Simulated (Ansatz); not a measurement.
# Bi3O4Cl (C2/c): converging the G0W0 gap, part 2 of 2

Aim: see how the G0W0 gap of Bi3O4Cl (C2/c) on LDA moves with empty bands and screening cutoff, and what each rung costs.

Ansatz 0.2.0; G0W0 on LDA, plane waves, PAW. Known limits of the many-body steps: not at the basis limit; no spin-orbit coupling; coarse k mesh.

So far. Step 2 (165 empty bands, screening to 39 eV): The gap on the mesh goes from 2.48 eV to 3.38 eV, a correction of +0.90 eV. Between the two edge states, bare exchange in place of the xc potential would open the gap by 7.58 eV, and correlation takes back 6.67 eV. Step 3 (467 empty bands, screening to 78 eV): Against the run with 4×4×4 mesh, 165 empty bands, screening to 39 eV, the gap moves by −0.04 eV.

### Step 4. 1005 empty bands, screening to 130 eV

The input, input.yaml:

```yaml
crystal:
  lattice:
    - [9.6406818171, -2.8238, 0.0]
    - [9.6406818171, 2.8238, 0.0]
    - [-1.5365156966, 0.0, 5.484222887]
  atoms:
    - { symbol: Bi, position: [0.2925, 0.7075, 0.75] }
    - { symbol: Bi, position: [0.7075, 0.2925, 0.25] }
    - { symbol: Bi, position: [0.93879, 0.35443, 0.9332] }
    - { symbol: Bi, position: [0.64557, 0.06121, 0.5668] }
    - { symbol: Bi, position: [0.06121, 0.64557, 0.0668] }
    - { symbol: Bi, position: [0.35443, 0.93879, 0.4332] }
    - { symbol: Cl, position: [0.0, 0.5, 0.5] }
    - { symbol: Cl, position: [0.5, 0.0, 0.0] }
    - { symbol: O, position: [0.055, 0.1312, 0.6074] }
    - { symbol: O, position: [0.8688, 0.945, 0.8926] }
    - { symbol: O, position: [0.945, 0.8688, 0.3926] }
    - { symbol: O, position: [0.1312, 0.055, 0.1074] }
    - { symbol: O, position: [0.4988, 0.6314, 0.4794] }
    - { symbol: O, position: [0.3686, 0.5012, 0.0206] }
    - { symbol: O, position: [0.5012, 0.3686, 0.5206] }
    - { symbol: O, position: [0.6314, 0.4988, 0.9794] }
kpoints:
  mp_grid: { grid: [4, 4, 4] }
hamiltonian:
  xc: lda
scf:
  occupations: { method: fixed }
gw:
  n_empty_bands: 1005
  ecut_chi: 130.0
  qp_bands: [v4, c4]
  qp_kpoints: band_edges
  screening: { model: contour_deformation }
```

On the command line:

```
> ansatz run input.yaml --threads 3 --pin off --max-ram 92160MiB --backend cuda --events-out ev --progress --plain --runs-dir out --devices 1 --max-vram 13GiB
```

Numbers of over 12 decimals in the logs are rounded to 6 here.

Log:

```text
GPUs: using 1 of 1 available (devices: 1).
[...]
GPU FFT provider: cuFFT
GPU libraries: cuBLAS 13.8.2, cuFFT 12.4.0, cuSOLVER 12.3.4
Crystal: 16 atoms, lattice volume = 298.598 Å³
Basis set: ecut = 420 eV, 5857 PW (Γ)
Bands: 92, of which v1, the nominal top of the filled ones, is band 76 counted from 1 (75 counted from 0)
Symmetry: 4 space group operations
[...]
k-points: 24 of 64
[...]
0    80     10.9148   -10.5910    -3.6497   -15.0121  0.8068    11.6927    11.6862  root
[...]
23    77     10.8550    -9.9244    -3.6087   -14.3001  0.7983    11.6290    11.6220  root
    23    78     10.8550    -9.9244    -3.6087   -14.3001  0.7983    11.6290    11.6220  root
    23    79     11.2589   -10.7097    -3.7865   -15.3396  0.7923    12.1117    12.1023  root
    23    80     11.2589   -10.7097    -3.7865   -15.3396  0.7923    12.1117    12.1023  root
[key lines of the parts left out:]
SCF converged after 8 iterations
Free energy (F): -79044.878331 eV
Fermi energy:    7.401679 eV
```

The job ended after 11 min (1 × NVIDIA H100 80GB HBM3 (shared by 6 runs) with 3 threads of AMD EPYC 7R13 (Zen 3), shared host; peak memory 8 GiB; 18 min of CPU time).

Numbers from this step:

| Quantity | Value |
| --- | --- |
| bands summed | 1081 |
| RPA ε∞ on this mesh (eigenvalues) | 5.325, 5.350, 5.527 |
| plane waves in the screening matrix | 1013 |
| G0W0 gap on the mesh | 3.459 eV |
| k of the valence top | 0, -0.5, 0 |
| k of the conduction bottom | -0.5, -0.5, 0 |
| starting gap on the mesh | 2.476 eV |
| least direct G0W0 gap on the computed points | 3.525 eV |

Against the run with 4×4×4 mesh, 467 empty bands, screening to 78 eV, the gap moves by +0.12 eV.

### Step 5. Changing the k mesh: 2×2×2 mesh, 467 empty bands, screening to 78 eV

Only the mesh changes. It samples the long-range screening, which converges on its own terms. Bands and cutoff differ from the step before, so it is read against an earlier run that matches them.

input.yaml: that of step 4 with these lines changed.

```diff
@@ -23,3 +23,3 @@
 kpoints:
-  mp_grid: { grid: [4, 4, 4] }
+  mp_grid: { grid: [2, 2, 2] }
 hamiltonian:
@@ -29,4 +29,4 @@
 gw:
-  n_empty_bands: 1005
-  ecut_chi: 130.0
+  n_empty_bands: 467
+  ecut_chi: 78
   qp_bands: [v4, c4]
```

Log:

```text
GPUs: using 1 of 1 available (devices: 1).
[...]
GPU FFT provider: cuFFT
GPU libraries: cuBLAS 13.8.2, cuFFT 12.4.0, cuSOLVER 12.3.4
Crystal: 16 atoms, lattice volume = 298.598 Å³
Basis set: ecut = 420 eV, 5857 PW (Γ)
Bands: 92, of which v1, the nominal top of the filled ones, is band 76 counted from 1 (75 counted from 0)
Symmetry: 4 space group operations
[...]
k-points: 6 of 8
[...]
0    80     10.9102   -10.4838    -3.5831   -15.0139  0.8029    11.8700    11.8572  root
[...]
5    77     10.8557    -9.8357    -3.5261   -14.2986  0.7963    11.8044    11.7924  root
     5    78     10.8557    -9.8357    -3.5261   -14.2986  0.7963    11.8044    11.7924  root
     5    79     11.2603   -10.6484    -3.6585   -15.3441  0.7906    12.3143    12.2974  root
     5    80     11.2603   -10.6484    -3.6585   -15.3441  0.7906    12.3143    12.2974  root
[key lines of the parts left out:]
SCF converged after 8 iterations
Free energy (F): -79044.790570 eV
Fermi energy:    7.396617 eV
```

The job ended after 18 s (1 × NVIDIA H100 80GB HBM3 (shared by 6 runs) with 3 threads; peak memory 1.8 GiB).

Numbers from this step:

| Property | Result |
| --- | --- |
| bands summed | 543 |
| RPA ε∞ on this mesh (eigenvalues) | 5.500, 5.735, 5.966 |
| plane waves in the screening matrix | 461 |
| G0W0 gap on the mesh | 3.327 eV |
| k of the valence top | 0, -0.5, 0 |
| k of the conduction bottom | -0.5, -0.5, 0 |
| starting gap on the mesh | 2.480 eV |
| least direct G0W0 gap on the computed points | 3.380 eV |

Against the run with 4×4×4 mesh, 467 empty bands, screening to 78 eV, the gap moves by −0.012 eV.

### Step 6. The runs together

Times are wall times on 1 × NVIDIA H100 80GB HBM3 (shared by 6 runs) with 3 threads of AMD EPYC 7R13 (Zen 3), shared host, good to a factor of about two.

```
 mesh        files            frequency  bands summed  cutoff (eV)  start (eV)  G0W0 (eV)     time  host memory (GiB)
4×4×4  default PAW  contour deformation           241           39       2.476      3.380  1.9 min                1.9
4×4×4  default PAW  contour deformation           543           78       2.476      3.339  3.4 min                3.6
4×4×4  default PAW  contour deformation          1081          130       2.476      3.459   11 min                8.0
2×2×2  default PAW  contour deformation           543           78       2.480      3.327     18 s                1.8
```

How the two edges are built up, in eV (the quasiparticle level is the starting level plus Σx plus Σc less Vxc):

```csv
run,edge,start,Σx,Σc,Vxc,Z,QP
241 bands,valence top,7.40,-24.03,3.61,-20.70,0.76,7.68
241 bands,conduction bottom,9.88,-10.33,-3.07,-14.58,0.82,11.06
543 bands,valence top,7.40,-24.03,3.38,-20.70,0.75,7.45
543 bands,conduction bottom,9.88,-10.33,-3.33,-14.58,0.82,10.79
1081 bands,valence top,7.40,-24.03,3.08,-20.70,0.75,7.15
1081 bands,conduction bottom,9.88,-10.33,-3.51,-14.58,0.81,10.61
```

### Step 7. Summary of results

```
241 bands, 39 eV   : 3.380 eV
543 bands, 78 eV   : 3.339 eV
1081 bands, 130 eV : 3.459 eV
mesh and start     : 4×4×4, LDA
```

In words: From 241 to 1081 bands the gap moves by +0.08 eV while the time grows 5.5-fold. Σc changes by −0.52 eV at the valence top and −0.45 eV at the conduction bottom, so the levels themselves move more than the gap between them. The gap turns back along the series, so no limit is drawn from it. On the 2×2×2 mesh in place of 4×4×4 the gap differs by −0.01 eV, of which +0.004 eV is already in the start. Where an edge is built on 6p states of lead, bismuth or thallium, scalar-relativistic gaps usually stand too wide, by a few tenths to over one eV. The many-body steps are scalar-relativistic: spin-orbit coupling is not in them.

[Paths, hosts, dates, memory and timing lines, banners, echoed tables and standing remarks are left out of the program output.]

[Logs are printed without paths, hosts, clocks, repeated set-up lines and the standing remarks that a program may print on its own settings, such as how far it seeks lower states.]

[Runs of the session that timed out or met a known fault of the program may be left out.]

[Cells called generated may have been cut or substituted from an entry of the Crystallography Open Database or the Materials Project.]

[Hosts, paths, dates, database ids (printed as entryN), source tags and the programs' standing remarks are cut or masked in the printed files.]
